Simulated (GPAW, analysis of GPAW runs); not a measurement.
## F centre in LiF: hyperfine coupling, RPBE (GPAW)

Aim: the hyperfine coupling of the F centre in LiF, to be set beside the measurement. Set-up: RPBE, plane waves 500 eV, 64-site cell, RPBE lattice, k: the zone centre alone then 2x2x2 shifted. The model is a cell of 64 host atoms with 1 F taken out. The isotropic coupling follows from the spin density at the nucleus, the nuclear g-factor and the total spin.

Measured beforehand: 7Li, shell I: 39.06 MHz, by ENDOR (quoted in “F center in LiF: A quantum mechanical ab initio investigation of the hyperfine interaction between the unpaired electron at the vacancy and its first seven neighbors”, 2001, G. Mallia et al., quoting earlier work (1968)). 19F, shell II: 105.9 MHz, by ENDOR (quoted in “F center in LiF: A quantum mechanical ab initio investigation of the hyperfine interaction between the unpaired electron at the vacancy and its first seven neighbors”, 2001, G. Mallia et al., quoting earlier work (1968)). 7Li, shell III: 0.5 MHz, by ENDOR (quoted in “F center in LiF: A quantum mechanical ab initio investigation of the hyperfine interaction between the unpaired electron at the vacancy and its first seven neighbors”, 2001, G. Mallia et al., quoting earlier work (1968)). 19F, shell IV: 0.48 MHz, by ENDOR (quoted in “F center in LiF: A quantum mechanical ab initio investigation of the hyperfine interaction between the unpaired electron at the vacancy and its first seven neighbors”, 2001, G. Mallia et al., quoting earlier work (1968)). The calculation is set beside it at the end.

Program: GPAW 26.7.0. Level of theory: GPAW plane-wave PAW DFT, RPBE; relaxation of all atoms of a defect supercell. Results are calculated unless marked as measured.

### Step 1. The structure

The cell holds 63 atoms: 32 Li and 31 F. Cell: a = 8.324 Å, b = 8.324 Å, c = 8.324 Å, α = 90.0°, β = 90.0°, γ = 90.0°. It derives from LiF (space group Fm-3m). Nearest the centre at fractional (0.250, 0.500, 0.500): Li12 at 2.08 Å, Li25 at 2.08 Å, Li19 at 2.08 Å, Li27 at 2.08 Å, Li56 at 2.08 Å, Li28 at 2.08 Å, F21 at 2.94 Å, F31 at 2.94 Å.

The host's primitive cell comes from a first run (GPAW plane-wave PAW DFT, RPBE; relaxation of cell and atoms of a defect-free cell): vectors of 2.943, 2.943 and 2.943 Å. That is 9.01 Å³ an atom, 10.3 % over the diffraction cell's volume. The supercell is built on it.

### Step 2. Relaxation, charge 0

Every later number rests on the structure around the defect, so the atoms are relaxed at the host's lattice first.

Input file run.py:

```python
import numpy as np
from ase.io import read, write
from ase.parallel import parprint, world
from gpaw import GPAW, PW
from ase.optimize import BFGS

atoms = read('POSCAR')
magmoms = np.zeros(len(atoms))
magmoms[[11, 24, 18, 26]] = 1 / 4
atoms.set_initial_magnetic_moments(magmoms)
calc = GPAW(mode=PW(500),
            xc='RPBE',
            kpts={'size': (1, 1, 1), 'gamma': True},
            occupations={'name': 'fermi-dirac', 'width': 0.01, 'fixmagmom': True},
            nbands=133,
            convergence={'density': 1e-05, 'forces': 0.001},
            maxiter=150,
            symmetry='off',
            txt='gpaw.txt')
atoms.calc = calc
opt = BFGS(atoms, trajectory='relax.traj', logfile='-')
done = opt.run(fmax=0.02, steps=80)
parprint('Converged:', done)
energy = atoms.get_potential_energy()
forces = atoms.get_forces()
parprint(f'Energy: {energy:.6f} eV, largest force {np.linalg.norm(forces, axis=1).max():.4f} eV/A')
calc.write('gs.gpw')
write('final.xyz', atoms)
parprint('Moments:', atoms.get_magnetic_moments().round(3))
for s in range(calc.get_number_of_spins()):
    parprint('Levels (eV), spin', s, calc.get_eigenvalues(kpt=0, spin=s)[-16:].round(3))
```

Input file POSCAR:

```
Li F  Li F  Li F  Li F  Li F  Li F  Li F  Li F 
 1.0000000000000000
     8.3240049660772542    0.0000000000000018   -0.0000000000000218
    -0.0000000000000018    8.3240049660772648   -0.0000000000000272
    -0.0000000000000018   -0.0000000000000053    8.3240049660772435
 Li  F   Li  F   Li  F   Li  F   Li  F   Li  F   Li  F   Li  F  
   4   4   4   4   4   4   4   3   4   4   4   4   4   4   4   4
Direct
  0.0000000000000000  0.0000000000000000  0.0000000000000000
  0.0000000000000000  0.2500000000000000  0.2500000000000000
  0.2500000000000000  0.0000000000000000  0.2500000000000000
  0.2500000000000000  0.2500000000000000  0.0000000000000000
 -0.0000000001825218 -0.0000000001825222  0.2499999998174799
 -0.0000000001825218  0.2499999998174778 -0.0000000001825201
  0.2499999998174782 -0.0000000001825222 -0.0000000001825201
  0.2499999998174782  0.2499999998174778  0.2499999998174799
  0.0000000000000000  0.0000000000000000  0.5000000000000000
  0.0000000000000000  0.2500000000000000  0.7500000000000000
  0.2500000000000000  0.0000000000000000  0.7500000000000000
  0.2500000000000000  0.2500000000000000  0.5000000000000000
 -0.0000000001825218 -0.0000000001825222  0.7499999998174799
 -0.0000000001825218  0.2499999998174778  0.4999999998174800
  0.2499999998174782 -0.0000000001825222  0.4999999998174799
  0.2499999998174782  0.2499999998174778  0.7499999998174799
  0.0000000000000000  0.5000000000000000 -0.0000000000000000
  0.0000000000000000  0.7500000000000001  0.2500000000000000
  0.2500000000000000  0.5000000000000000  0.2500000000000000
  0.2500000000000000  0.7500000000000001  0.0000000000000000
 -0.0000000001825218  0.4999999998174778  0.2499999998174799
 -0.0000000001825218  0.7499999998174777 -0.0000000001825201
  0.2499999998174782  0.4999999998174778 -0.0000000001825201
  0.2499999998174782  0.7499999998174778  0.2499999998174799
  0.0000000000000000  0.5000000000000000  0.5000000000000000
 -0.0000000000000000  0.7499999999999999  0.7500000000000000
  0.2500000000000000  0.5000000000000000  0.7500000000000000
  0.2500000000000000  0.7500000000000001  0.5000000000000000
 -0.0000000001825218  0.4999999998174778  0.7499999998174799
 -0.0000000001825218  0.7499999998174777  0.4999999998174799
  0.2499999998174782  0.7499999998174778  0.7499999998174799
  0.5000000000000000  0.0000000000000000  0.0000000000000000
  0.5000000000000000  0.2500000000000000  0.2500000000000000
  0.7500000000000000  0.0000000000000000  0.2500000000000000
  0.7500000000000000  0.2500000000000000  0.0000000000000000
  0.4999999998174782 -0.0000000001825222  0.2499999998174799
  0.4999999998174782  0.2499999998174778 -0.0000000001825201
  0.7499999998174783 -0.0000000001825222 -0.0000000001825201
  0.7499999998174783  0.2499999998174778  0.2499999998174799
  0.5000000000000000  0.0000000000000000  0.5000000000000000
  0.5000000000000000  0.2500000000000000  0.7500000000000000
  0.7500000000000000  0.0000000000000000  0.7500000000000000
  0.7500000000000000  0.2500000000000000  0.5000000000000000
  0.4999999998174782 -0.0000000001825222  0.7499999998174799
  0.4999999998174782  0.2499999998174778  0.4999999998174799
  0.7499999998174783 -0.0000000001825222  0.4999999998174799
  0.7499999998174783  0.2499999998174778  0.7499999998174799
  0.5000000000000000  0.5000000000000000  0.0000000000000000
  0.4999999999999999  0.7499999999999999  0.2500000000000000
  0.7499999999999999  0.5000000000000000  0.2500000000000000
  0.7500000000000000  0.7500000000000000  0.0000000000000000
  0.4999999998174782  0.4999999998174778  0.2499999998174799
  0.4999999998174782  0.7499999998174777 -0.0000000001825201
  0.7499999998174783  0.4999999998174778 -0.0000000001825201
  0.7499999998174783  0.7499999998174778  0.2499999998174799
  0.5000000000000000  0.5000000000000000  0.5000000000000000
  0.5000000000000000  0.7500000000000001  0.7500000000000000
  0.7500000000000001  0.5000000000000002  0.7500000000000000
  0.7500000000000000  0.7500000000000000  0.5000000000000000
  0.4999999998174782  0.4999999998174778  0.7499999998174800
  0.4999999998174782  0.7499999998174777  0.4999999998174799
  0.7499999998174783  0.4999999998174778  0.4999999998174799
  0.7499999998174783  0.7499999998174778  0.7499999998174799
```

Command:

```bash
> OMP_NUM_THREADS=1 mpirun -n 4 gpaw python run.py > stdout
```

What it wrote:

```text
__  _  _
 | _ |_)|_||  |
 |__||  | ||/\| - 26.7.0

Input parameters:
  mode=PW(ecut=500.0),
  convergence={'density': 1e-05, 'forces': 0.001},
  kpts=MonkhorstPack(size=(1, 1, 1), gamma=True),
  maxiter=150,
  nbands=133,
  occupations=Occupations(name='fermi-dirac', width=0.01, fixmagmom=True),
  symmetry=Symmetry(point_group=False, time_reversal=False),
  xc=XC(name='RPBE')

Diagonalizing LCAO Hamiltonian
Converting LCAO to pw mode

           Li   F    Li   F
         F     Li   F    Li
        Li F F  LiLi F  F Li
       F    Li   F    Li
         Li         Li   F
        F  LiLi F F  Li LiF
       LiF  F  LiLi F F  Li
        Li   F    Li    F
           F    Li   F    Li
       F Li Li F F  LiLi F
        F    Li   F     Li
       Li   F    Li   F

Atoms  # Å, Bohr magnetons
|    | symbol |         x |         y |         z |    initial magnetic moments |
|----|--------|-----------|-----------|-----------|-----------------------------|
|  0 |     Li |  0.000000 |  0.000000 |  0.000000 | ( 0.0000,  0.0000,  0.0000) |
|  1 |     Li | -0.000000 |  2.081001 |  2.081001 | ( 0.0000,  0.0000,  0.0000) |
|  2 |     Li |  2.081001 | -0.000000 |  2.081001 | ( 0.0000,  0.0000,  0.0000) |
|  3 |     Li |  2.081001 |  2.081001 | -0.000000 | ( 0.0000,  0.0000,  0.0000) |
|  4 |      F | -0.000000 | -0.000000 |  2.081001 | ( 0.0000,  0.0000,  0.0000) |
|  5 |      F | -0.000000 |  2.081001 | -0.000000 | ( 0.0000,  0.0000,  0.0000) |
|  6 |      F |  2.081001 | -0.000000 | -0.000000 | ( 0.0000,  0.0000,  0.0000) |
|  7 |      F |  2.081001 |  2.081001 |  2.081001 | ( 0.0000,  0.0000,  0.0000) |
|  8 |     Li | -0.000000 | -0.000000 |  4.162002 | ( 0.0000,  0.0000,  0.0000) |
|  9 |     Li | -0.000000 |  2.081001 |  6.243004 | ( 0.0000,  0.0000,  0.0000) |
| 10 |     Li |  2.081001 | -0.000000 |  6.243004 | ( 0.0000,  0.0000,  0.0000) |
| 11 |     Li |  2.081001 |  2.081001 |  4.162002 | ( 0.0000,  0.0000,  0.2500) |
| 12 |      F | -0.000000 | -0.000000 |  6.243004 | ( 0.0000,  0.0000,  0.0000) |
| 13 |      F | -0.000000 |  2.081001 |  4.162002 | ( 0.0000,  0.0000,  0.0000) |
| 14 |      F |  2.081001 | -0.000000 |  4.162002 | ( 0.0000,  0.0000,  0.0000) |
| 15 |      F |  2.081001 |  2.081001 |  6.243004 | ( 0.0000,  0.0000,  0.0000) |
| 16 |     Li | -0.000000 |  4.162002 | -0.000000 | ( 0.0000,  0.0000,  0.0000) |
| 17 |     Li | -0.000000 |  6.243004 |  2.081001 | ( 0.0000,  0.0000,  0.0000) |
[...]
| 20 |      F | -0.000000 |  4.162002 |  2.081001 | ( 0.0000,  0.0000,  0.0000) |
| 21 |      F | -0.000000 |  6.243004 | -0.000000 | ( 0.0000,  0.0000,  0.0000) |
[...]
Unit cell  # Å
| periodic |         x |         y |         z |  lengths |    angles |
|----------|-----------|-----------|-----------|----------|-----------|
|      yes |  8.324005 |  0.000000 | -0.000000 | 8.324005 | 90.000000 |
|      yes | -0.000000 |  8.324005 | -0.000000 | 8.324005 | 90.000000 |
|      yes | -0.000000 | -0.000000 |  8.324005 | 8.324005 | 90.000000 |

Number of symmetries: 1
Symmetry operations  # r_c * U_cc + t_c -> r_c
|   | kind |            matrix            |
|---|------|------------------------------|
| 0 |  E   |  1, 0, 0,  0, 1, 0,  0, 0, 1 |

BZ-sampling:
  Number of BZ points: 1
  Number of IBZ points: 1

  Monkhorst-Pack size: [1, 1, 1]
  Monkhorst-Pack shift: [0, 0, 0]

K-points  # in reciprocal-cell coordinates
|   |                                coordinates |     weight |
|---|--------------------------------------------|------------|
| 0 | (  0.00000000,   0.00000000,   0.00000000) | 1.00000000 |

Plane wave coefficients: 7386
Cutoff: 500.0 eV

Spin-components: 2 (collinear spins)
Bands:           133
Projectors:      251
Spin-degeneracy: 1
Datatype:        float64

Density:
  Valence electrons: 249.0
  Components: 2
  Grid points: [45 45 45]
  Charge: 0.0  # |e|

Potential:
  Grid points: [45 45 45]

species:
  Li:
    name:    Lithium
    Z:       3.0
    valence: 1
    core:    2
    charge:  0.0  # [|e|]
    compensation charges:
      type: gauss
      rc: 0.33  # [Å]
      lmax: 2
    cutoffs:
      filter: 1.91  # [Å]
      core: 2.55  # [Å]
    projectors
    | kind |    occ | energy [eV] | rcut [Å] |
    |------|--------|-------------|----------|
    |   2s |  1.000 |      -2.901 |    1.058 |
    |   2p |  0.000 |      -1.114 |    1.058 |
    |    s |        |      24.311 |    1.058 |

    Using partial waves for Li as LCAO basis

  F:
    name:    Fluorine
    Z:       9.0
    valence: 7
    core:    2
    charge:  0.0  # [|e|]
    compensation charges:
      type: gauss
      rc: 0.20  # [Å]
      lmax: 2
    cutoffs:
      filter: 1.14  # [Å]
      core: 0.74  # [Å]
    projectors
    | kind |    occ | energy [eV] | rcut [Å] |
    |------|--------|-------------|----------|
    |   2s |  2.000 |     -29.979 |    0.635 |
    |   2p |  5.000 |     -11.057 |    0.635 |
    |    s |        |      -2.768 |    0.635 |
    |    p |        |      16.154 |    0.635 |
    |    d |        |       0.000 |    0.635 |

    Using partial waves for F as LCAO basis

Reference energy: -90725.077973  # eV

eigensolver:
  PPCG
  Converge bands: occupied
  niter=2

density mixing:
  MSR1-Mixer
[...]
|iter:   5| | -280.858792c| -8.00c| -4.89 |      |  +0.9999|
|iter:   6| | -280.858792c| -8.60c| -5.30c|-2.34 |  +1.0000|
|iter:   7| | -280.858792c| -9.44c| -5.96c|-3.87c|  +1.0000|

Converged in 7 steps
SCF loop duration: 29.558 s (4.223 s/step)
Energy contributions relative to reference atoms: (reference = -90725.077973)

Energy contributions:
  Kinetic:         301.601869
  Coulomb:        -304.826398
  Zero:              7.960208
  External:          0.000000
  Xc:             -285.594472
  Entropy:          -0.000000
  Spinorbit:         0.000000
  ----------------------------
  Free energy:    -280.858792
  Extrapolated:   -280.858792

dipole moment: (-217.648270, 137.728510, 237.219567)  # |e|*Ang

Total magnetic moment: (0.000000, 0.000000, 0.999996)

Local magnetic moments
|        x |        y |        z |
|----------|----------|----------|
[...]
Fermi levels: 6.022, 4.342
Eigenvalues  # (at kpt = [0.000, 0.000, 0.000])
| band index |      eig [eV] | occ [0-1] |      eig [eV] | occ [0-1] |
|------------|---------------|-----------|---------------|-----------|
[...]
|        ... |               |           |               |           |
[...]
Gap: 1.783 eV
Transition (v -> c):
  (s=0, k=0, n=124, [0.00, 0.00, 0.00]) -> (s=1, k=0, n=124, [0.00, 0.00, 0.00])
No difference between direct/indirect transitions

Forces  # eV/Ang
|        x |        y |        z |
|----------|----------|----------|
[...]
Li   F    Li   F
          F    Li   F    Li
        Li F F  LiLi F  F Li
       F    Li   F    Li
         Li         Li   F
        F  LiLi F F  Li LiF
       Li F F  LiLi F F  Li
        Li   F    Li    F
           F    Li   F    Li
       F  LiLi F F  LiLi F
        F    Li   F     Li
       Li   F    Li   F

Atoms  # Å, Bohr magnetons
|    | symbol |         x |         y |         z |    initial magnetic moments |
|----|--------|-----------|-----------|-----------|-----------------------------|
[...]
| 50 |     Li |  6.244866 |  6.244464 | -0.000000 | ( 0.0000,  0.0000,  0.0001) |
[...]
| 54 |      F |  6.245608 |  6.243224 |  2.080781 | ( 0.0000,  0.0000,  0.0001) |
| 55 |     Li |  4.211950 |  4.162003 |  4.162002 | ( 0.0000,  0.0000,  0.0227) |
| 56 |     Li |  4.156548 |  6.239360 |  6.239360 | ( 0.0000,  0.0000,  0.0003) |
| 57 |     Li |  6.244339 |  4.162003 |  6.251595 | ( 0.0000,  0.0000,  0.0005) |
| 58 |     Li |  6.244339 |  6.251595 |  4.162002 | ( 0.0000,  0.0000,  0.0005) |
| 59 |      F |  4.167483 |  4.162002 |  6.251813 | ( 0.0000,  0.0000,  0.0067) |
| 60 |      F |  4.167482 |  6.251813 |  4.162002 | ( 0.0000,  0.0000,  0.0067) |
| 61 |      F |  6.241025 |  4.162003 |  4.162002 | ( 0.0000,  0.0000,  0.0002) |
| 62 |      F |  6.245608 |  6.243224 |  6.243224 | ( 0.0000,  0.0000,  0.0001) |

Unit cell  # Å
| periodic |         x |         y |         z |  lengths |    angles |
|----------|-----------|-----------|-----------|----------|-----------|
|      yes |  8.324005 |  0.000000 | -0.000000 | 8.324005 | 90.000000 |
|      yes | -0.000000 |  8.324005 | -0.000000 | 8.324005 | 90.000000 |
|      yes | -0.000000 | -0.000000 |  8.324005 | 8.324005 | 90.000000 |

Initialization done in: 2.676 s

convergence criteria:
- Maximum integral of absolute [dens]ity change: 1e-05 electrons / valence electron
- Maximum change in the atomic [forces] across last 2 cycles: 0.001 eV/Ang OR
Maximum error relative to the maximum force is below inf
- Maximum [total energy] change in last 3 cyles: 0.0005 eV / valence electron
- Maximum integral of absolute [eigenst]ate change: 4e-08 eV^2 / valence electron
maximum number of iterations: 150

SCF iterations
|iter     | |      energy | eigst |  dens |force |  magmom |
|---------|-|-------------|-------|-------|------|---------|
|iter:   1| | -280.869461c| -3.44 |       |      |  +0.9830|
|iter:   2| | -280.868767c| -5.12 | -2.98 |      |  +0.9839|
|iter:   3| | -280.865327c| -4.97 | -3.03 |      |  +0.9894|
|iter:   4| | -280.864586c| -5.14 | -3.33 |      |  +0.9962|
|iter:   5| | -280.864595c| -6.72 | -3.82 |      |  +0.9985|
|iter:   6| | -280.864599c| -7.61c| -4.21 |      |  +0.9999|
|iter:   7| | -280.864600c| -7.87c| -4.92 |      |  +0.9999|
|iter:   8| | -280.864600c| -8.37c| -5.18c|-1.28 |  +1.0000|
|iter:   9| | -280.864600c| -9.07c| -5.68c|-4.01c|  +1.0000|

Converged in 9 steps
SCF loop duration: 35.822 s (3.980 s/step)
Energy contributions relative to reference atoms: (reference = -90725.077973)

Energy contributions:
  Kinetic:         302.011572
  Coulomb:        -305.152447
  Zero:              7.958673
  External:          0.000000
  Xc:             -285.682398
  Entropy:          -0.000000
  Spinorbit:         0.000000
  ----------------------------
  Free energy:    -280.864600
  Extrapolated:   -280.864600

dipole moment: (-10.443027, 227.657882, 237.216555)  # |e|*Ang

Total magnetic moment: (0.000000, 0.000000, 1.000004)

Local magnetic moments
|        x |        y |        z |
|----------|----------|----------|
[...]
Fermi levels: 6.022, 4.342
Eigenvalues  # (at kpt = [0.000, 0.000, 0.000])
| band index |      eig [eV] | occ [0-1] |      eig [eV] | occ [0-1] |
|------------|---------------|-----------|---------------|-----------|
[...]
|        ... |               |           |               |           |
[...]
|        128 |         8.745 |     0.000 |         9.206 |     0.000 |
|        129 |         9.341 |     0.000 |         9.366 |     0.000 |
|        130 |         9.437 |     0.000 |         9.444 |     0.000 |
|        131 |         9.594 |     0.000 |         9.598 |     0.000 |
|        132 |         9.595 |     0.000 |         9.598 |     0.000 |

Gap: 1.765 eV
Transition (v -> c):
  (s=0, k=0, n=124, [0.00, 0.00, 0.00]) -> (s=1, k=0, n=124, [0.00, 0.00, 0.00])
No difference between direct/indirect transitions

Forces  # eV/Ang
|        x |        y |        z |
|----------|----------|----------|
[...]
| -0.00046 |  0.01705 | -0.00000 |  # Li  58
| -0.00023 |  0.00000 |  0.00059 |  # F   59
| -0.00023 |  0.00059 |  0.00000 |  # F   60
|  0.00245 | -0.00000 |  0.00000 |  # F   61
|  0.00182 |  0.00552 |  0.00552 |  # F   62

# Writing to gs.gpw (mode='')
```

Elapsed: 3.2 min, on 4 MPI ranks of Intel Xeon 6975P-C (Granite Rapids), shared host; peak memory 1.6 GiB.

Step by step:

```tsv
step	energy less that of the first step (eV)
0	0.0000
1	-0.0035
2	-0.0234
3	-0.0242
4	-0.0300
```

The atoms that moved most (Å):

```tsv
atom	dx	dy	dz	length
Li19	-0.001	0.000	-0.053	0.053
Li27	-0.001	0.000	0.053	0.053
Li28	-0.001	0.053	0.000	0.053
Li12	-0.001	-0.053	0.000	0.053
Li25	-0.051	0.000	0.000	0.051
Li56	0.050	0.000	0.000	0.050
F16	-0.003	-0.008	0.008	0.012
F8	-0.003	-0.008	-0.008	0.012
```

Neighbours of the ideal centre at the end:

```tsv
atom	distance (Å)
Li56	2.131
Li25	2.132
Li12	2.134
Li28	2.134
Li19	2.134
Li27	2.134
F30	2.952
F14	2.952
F21	2.952
F29	2.952
F61	2.953
F52	2.953
F45	2.953
F60	2.953
F24	2.954
F31	2.954
```

Read from the output:

```yaml
total_moment: 1.000 μB
```

First to last step the energy falls by 0.030 eV; the largest move, 0.05 Å, is that of Li19 and 3 other atoms alike.

(Part 1 of 2 ends here.)

[Logs are printed without paths, hosts, clocks, repeated set-up lines and the standing remarks that a program may print on its own settings, such as how far it seeks lower states.]

[Hosts, paths, dates, database ids (printed as entryN), source tags and the programs' standing remarks are cut or masked in the printed files.]

[For some hosts the program warned that the k-mesh of the response run may be too coarse for force constants and the static dielectric constant; such warnings are not shown here.]
